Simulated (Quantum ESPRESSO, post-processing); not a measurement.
# puckered PAs, 1 layer, stepped through strain along the second axis, part 2 of 2

Aim: how the results for puckered PAs, 1 layer change with strain along the second axis.

Quantum ESPRESSO 7.5; plane-wave DFT, PBE, GBRV ultrasoft pseudopotentials.

So far. Step 3 (Relaxing the ions, -4 %): The relaxation lowers the energy by 1 meV an atom. Step 6 (Bands along a path, -4 %): Along this path the valence top lies at Γ and the conduction bottom at Γ.

### Step 10. Self-consistent run, 3 %

Input file m7.scf.in:

```
&control
  prefix = 'm7.scf'
  outdir = './out'
  pseudo_dir = './pseudo'
  calculation = 'scf'
  tprnfor = .true.
/
&system
  ibrav = 0
  nat = 4
  ntyp = 2
  ecutwfc = 40
  ecutrho = 200
  occupations = 'smearing'
  smearing = 'fd'
  degauss = 0.002
  nbnd = 14
/
&electrons
  conv_thr = 1e-09
  mixing_beta = 0.4
  electron_maxstep = 120
  mixing_mode = 'plain'
/
ATOMIC_SPECIES
  P   30.9738  p_pbe_v1.5.uspp.F.UPF
  As  74.9216  as_pbe_v1.uspp.F.UPF
CELL_PARAMETERS angstrom
  4.69735889000000 0.00000000000000 0.00000000000000
  0.00000000000000 3.61190675255000 0.00000000000000
  0.00000000000000 0.00000000000000 17.36000000000000
ATOMIC_POSITIONS crystal
  P   0.080572616400 0.000000000000 0.437340492700
  As  0.419427383600 0.500000000000 0.432478926900
  As  0.919427383600 0.000000000000 0.567521073100
  P   0.580572616400 0.500000000000 0.562659507300
K_POINTS automatic
  8 8 1 0 0 0
```

Run with:

```sh
OMP_NUM_THREADS=1 mpirun -n 4 pw.x -nk 4 -in m7.scf.in > m7.scf.out
```

The job ended after 17 s (4 MPI ranks of AMD EPYC 9R14 (Zen 4), shared host; peak memory 0.56 GiB; 67 s of CPU time).

Numbers from this step:

```
free energy                          : -1517.7634 eV
valence top, on the run's zero       : -1.634 eV
conduction bottom, on the run's zero : -0.5325 eV
gap by band count                    : 1.101 eV
```

### Step 11. Relaxation with pw.x, 4 %

Input file m8.relax.in:

```
&control
  prefix = 'm8.relax'
  outdir = './out'
  pseudo_dir = './pseudo'
  nstep = 40
  forc_conv_thr = 0.0003
  calculation = 'relax'
  tstress = .true.
/
&system
  ibrav = 0
  nat = 4
  ntyp = 2
  ecutwfc = 50
  ecutrho = 250
  occupations = 'smearing'
  smearing = 'fd'
  degauss = 0.002
/
&electrons
  conv_thr = 1e-09
  mixing_beta = 0.4
  electron_maxstep = 120
  mixing_mode = 'plain'
/
&ions
/
ATOMIC_SPECIES
  P   30.9738  p_pbe_v1.5.uspp.F.UPF
  As  74.9216  as_pbe_v1.uspp.F.UPF
CELL_PARAMETERS angstrom
  4.69735889000000 0.00000000000000 0.00000000000000
  0.00000000000000 3.64697380840000 0.00000000000000
  0.00000000000000 0.00000000000000 17.36000000000000
ATOMIC_POSITIONS crystal
  P   0.079070297200 0.000000000000 0.437176016200
  As  0.420929702800 0.500000000000 0.432175094300
  As  0.920929702800 0.000000000000 0.567824905700
  P   0.579070297200 0.500000000000 0.562823983800
K_POINTS automatic
  8 8 1 0 0 0
```

Run with:

```sh
OMP_NUM_THREADS=1 mpirun -n 4 pw.x -nk 4 -in m8.relax.in > m8.relax.out
```

It took 1.8 min on 4 MPI ranks; peak memory 0.97 GiB.

The steps of the relaxation:

```
step  energy less that of the first step (eV)  largest force (eV/Å)
   1                                   0.0000                0.1573
   2                                  -0.0016                0.1127
   3                                  -0.0027                0.0653
   4                                  -0.0033                0.0168
   5                                  -0.0033                0.0124
   6                                  -0.0033                0.0079
```

The atoms that moved most (Å):

```
atom      dx     dy      dz  length
 As2  -0.009  0.000   0.007   0.012
 As3  -0.009  0.000  -0.007   0.012
  P4   0.009  0.000  -0.004   0.010
  P1   0.009  0.000   0.004   0.010
```

Final coordinates:

```xyz
4
Lattice="4.6974 0.0000 0.0000 0.0000 3.6470 0.0000 0.0000 0.0000 17.3600" Properties=species:S:1:pos:R:3
P     0.3808    0.0000    7.5933
As    1.9679    1.8235    7.5096
As    4.3166    0.0000    9.8504
P     2.7294    1.8235    9.7667
```

Numbers from this step:

```
free energy  : -1517.7419 eV
Fermi energy : -1.177 eV
```

### Step 12. Ground state, 4 %

Input file m8.scf.in:

```
&control
  prefix = 'm8.scf'
  outdir = './out'
  pseudo_dir = './pseudo'
  calculation = 'scf'
  tprnfor = .true.
/
&system
  ibrav = 0
  nat = 4
  ntyp = 2
  ecutwfc = 40
  ecutrho = 200
  occupations = 'smearing'
  smearing = 'fd'
  degauss = 0.002
  nbnd = 14
/
&electrons
  conv_thr = 1e-09
  mixing_beta = 0.4
  electron_maxstep = 120
  mixing_mode = 'plain'
/
ATOMIC_SPECIES
  P   30.9738  p_pbe_v1.5.uspp.F.UPF
  As  74.9216  as_pbe_v1.uspp.F.UPF
CELL_PARAMETERS angstrom
  4.69735889000000 0.00000000000000 0.00000000000000
  0.00000000000000 3.64697380840000 0.00000000000000
  0.00000000000000 0.00000000000000 17.36000000000000
ATOMIC_POSITIONS crystal
  P   0.081057754700 0.000000000000 0.437402667800
  As  0.418942245300 0.500000000000 0.432582561800
  As  0.918942245300 0.000000000000 0.567417438200
  P   0.581057754700 0.500000000000 0.562597332200
K_POINTS automatic
  8 8 1 0 0 0
```

Run with:

```sh
OMP_NUM_THREADS=1 mpirun -n 4 pw.x -nk 4 -in m8.scf.in > m8.scf.out
```

Wall time 17 s (4 MPI ranks); peak memory 0.55 GiB.

This step gave:

| Quantity | Value |
| --- | --- |
| free energy | -1517.7389 eV |
| valence top, on the run's zero | -1.678 eV |
| conduction bottom, on the run's zero | -0.6535 eV |
| gap by band count | 1.025 eV |

### Step 13. The series side by side

The series in one table, energies over the lowest:

| strain along the second axis | energy (eV) | gap along the path (eV) | upper vacuum level over the valence top of the mesh (eV) | lower vacuum level over that top (eV) |
| --- | --- | --- | --- | --- |
| -4 % | 0.0715 | 0.7067 | 4.838 | 4.838 |
| -3 % | 0.0392 | 0.7572 | 4.841 | 4.841 |
| -2 % | 0.0169 | 0.8119 | 4.848 | 4.848 |
| -1 % | 0.0041 | 0.8662 | 4.856 | 4.856 |
| 0 % | 0.0000 | 0.921 | 4.865 | 4.865 |
| 1 % | 0.0039 | 0.9777 | 4.877 | 4.876 |
| 2 % | 0.0153 | 1.038 | 4.89 | 4.89 |
| 3 % | 0.0336 | 1.101 | 4.906 | 4.906 |
| 4 % | 0.0582 | 0.9987 | 4.923 | 4.922 |

### Step 14. By hand

A parabola through the energies within ±2 % has E = 40.36 eV × ε² -0.034 eV × ε; for the curvature, over A = 16.472 Å² this is 40.36 × 2/16.472 × 16.02 = 79 N/m.

### Step 15. Summary of results

```yaml
in_plane_stiffness_along_the_strain: 79 N/m
gap_along_the_path_at_minus_4_and_at_4: 0.71, 1.00 eV
upper_vacuum_level_over_the_valence_top_of_the_mesh_at_minus_4_and_at_4: 4.84, 4.92 eV
lower_vacuum_level_over_that_top_at_minus_4_and_at_4: 4.84, 4.92 eV
```

The series holds 9 members; in-plane stiffness along the strain: 79 N/m (PBE, GBRV ultrasoft). The energy is lowest near zero strain. From -4 % to 4 % the gap along the path goes from 0.71 to 1.00 eV by way of 1.10 at 3 %. From -4 % to 4 % the upper vacuum level over the valence top of the mesh rises from 4.84 to 4.92 eV. From -4 % to 4 % the lower vacuum level over that top rises from 4.84 to 4.92 eV. Semilocal gaps are too small; the 1×1 cell can't ripple over many cells under compression as a free sheet would. No spin-orbit coupling.

[Logs are printed without paths, hosts, clocks, repeated set-up lines and the standing remarks that a program may print on its own settings, such as how far it seeks lower states.]

[Hosts, paths, dates, database ids (printed as entryN), source tags and the programs' standing remarks are cut or masked in the printed files.]

[Maps of the electrostatic potential energy from Ansatz leave out the sawtooth potential of an applied field or a dipole correction, so their vacuum need not be flat; planar profiles and work functions include it.]
